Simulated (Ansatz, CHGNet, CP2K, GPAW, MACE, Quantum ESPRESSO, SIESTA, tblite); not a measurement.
**Random packing of Sn (61 atoms), the built cell with every atom moved at random**

The starting structure: 61 atoms (61 Sn) packed at random in a cube at 7.11 g/cm³ and pushed apart as soft spheres; a start for melting by ab initio MD, not an equilibrated structure. Then every atom was moved at random, 0.05 Å r.m.s. a Cartesian component.

Calculated values (CHGNet 0.3.0, machine-learned interatomic potential CHGNet 0.3.0, trained on PBE(+U) plane-wave data; its forces lie 31 % r.m.s. from those of plane-wave PBE on this cell; published weights, no electronic structure; density 7.11 g/cm³) for the built cell with every atom moved at random.

Cell vectors (Å):

```
11.914 0.000 0.000
0.000 11.914 0.000
0.000 0.000 11.914
```

Positions in Å, forces in eV/Å:

```tsv
atom	x	y	z	fx	fy	fz
Sn1	11.627	1.693	0.022	-1.574	-1.163	1.613
Sn2	5.331	0.032	1.098	1.422	-0.330	0.509
Sn3	9.605	6.442	11.356	-1.830	1.427	-2.175
Sn4	3.112	4.125	0.997	1.198	1.176	1.787
Sn5	7.430	6.866	8.985	1.400	0.758	-0.013
Sn6	3.799	6.304	3.364	-1.461	0.692	1.630
Sn7	4.738	3.759	6.313	-0.202	1.194	1.776
Sn8	2.201	0.680	6.252	2.995	1.599	-0.982
Sn9	8.683	1.739	11.174	-1.679	1.015	2.427
Sn10	5.376	1.707	4.262	-1.501	-1.250	-2.298
Sn11	2.602	9.934	3.205	0.836	-1.072	-0.666
Sn12	4.034	10.002	7.744	-1.466	2.585	2.282
Sn13	4.074	10.758	10.426	0.205	0.095	0.664
Sn14	1.320	8.156	8.619	-0.548	-1.160	-0.788
Sn15	1.025	6.059	0.684	0.395	-1.870	-2.181
Sn16	7.239	0.429	8.646	-0.575	-1.740	0.746
Sn17	6.143	2.899	11.074	0.719	-1.294	-0.757
Sn18	0.055	0.042	7.494	-1.161	-1.114	0.959
Sn19	10.574	0.783	9.675	1.058	-1.330	-1.754
Sn20	11.165	4.763	9.936	-0.360	-0.040	-2.139
Sn21	5.702	8.217	7.279	2.851	-1.348	2.474
Sn22	7.241	4.210	4.506	0.529	0.595	0.807
Sn23	8.146	9.758	5.055	0.176	1.258	0.546
Sn24	0.390	2.987	2.368	1.945	-0.207	-0.273
Sn25	3.660	1.897	11.409	-0.322	-2.111	-1.368
Sn26	1.345	3.424	10.978	0.811	0.891	-1.628
Sn27	11.108	9.510	3.331	-1.390	1.432	4.074
Sn28	3.653	6.631	9.358	-0.600	-0.879	-1.448
Sn29	2.454	11.682	1.142	1.712	1.857	-0.847
Sn30	5.781	5.514	10.609	0.164	-0.162	-0.410
Sn31	4.888	1.103	6.983	-0.105	-1.523	1.885
Sn32	7.579	0.730	5.410	0.404	-1.768	1.272
Sn33	9.842	7.614	1.905	-2.292	2.087	0.287
Sn34	7.944	2.054	2.933	0.446	-2.397	-2.916
Sn35	2.403	3.629	8.435	0.271	0.267	-1.070
Sn36	10.453	9.489	7.663	0.372	-0.564	-1.691
Sn37	4.864	9.386	5.014	0.668	1.175	-2.876
Sn38	10.337	0.303	5.053	0.020	-2.255	-1.287
Sn39	0.417	10.202	10.224	-0.362	0.948	0.791
Sn40	11.391	4.661	6.745	0.922	-0.735	0.488
Sn41	3.337	3.445	3.816	-1.785	0.344	-0.741
Sn42	5.124	6.482	1.129	0.599	2.635	-1.359
Sn43	7.554	10.091	0.169	0.049	1.906	-0.213
Sn44	2.369	5.938	5.823	-0.154	-0.518	1.297
Sn45	2.127	9.910	5.840	-1.967	-1.142	0.452
Sn46	0.482	6.593	3.331	0.460	-1.539	0.759
Sn47	0.320	2.256	5.070	2.671	0.857	0.893
Sn48	2.547	8.199	11.435	2.823	0.452	-1.399
Sn49	9.389	1.865	7.290	1.883	0.464	-0.544
Sn50	10.094	3.401	3.972	-1.808	1.933	0.938
Sn51	8.762	9.725	9.737	-0.604	-0.281	-0.010
Sn52	0.709	8.641	1.301	-0.321	-0.075	0.066
Sn53	0.123	7.772	5.736	-1.032	0.876	1.492
Sn54	9.273	6.445	6.866	-0.043	0.316	0.087
Sn55	6.712	8.719	2.252	-1.066	-0.659	1.477
Sn56	10.375	5.039	1.670	-0.517	-3.223	0.204
Sn57	5.679	6.277	5.540	-1.509	-0.729	-0.210
Sn58	7.971	7.108	4.356	1.831	-0.959	-1.174
Sn59	7.455	3.310	8.401	-1.492	2.501	0.592
Sn60	6.769	4.339	1.506	1.214	-0.369	0.772
Sn61	11.804	11.152	1.341	-3.319	2.475	-0.831
```

The r.m.s. force component is 1.39 eV/Å; the longest force, 4.54 eV/Å, acts on Sn27.

[Logs are printed without paths, hosts, clocks, repeated set-up lines and the standing remarks that a program may print on its own settings, such as how far it seeks lower states.]

[Hosts, paths, dates, database ids (printed as entryN), source tags and the programs' standing remarks are cut or masked in the printed files.]
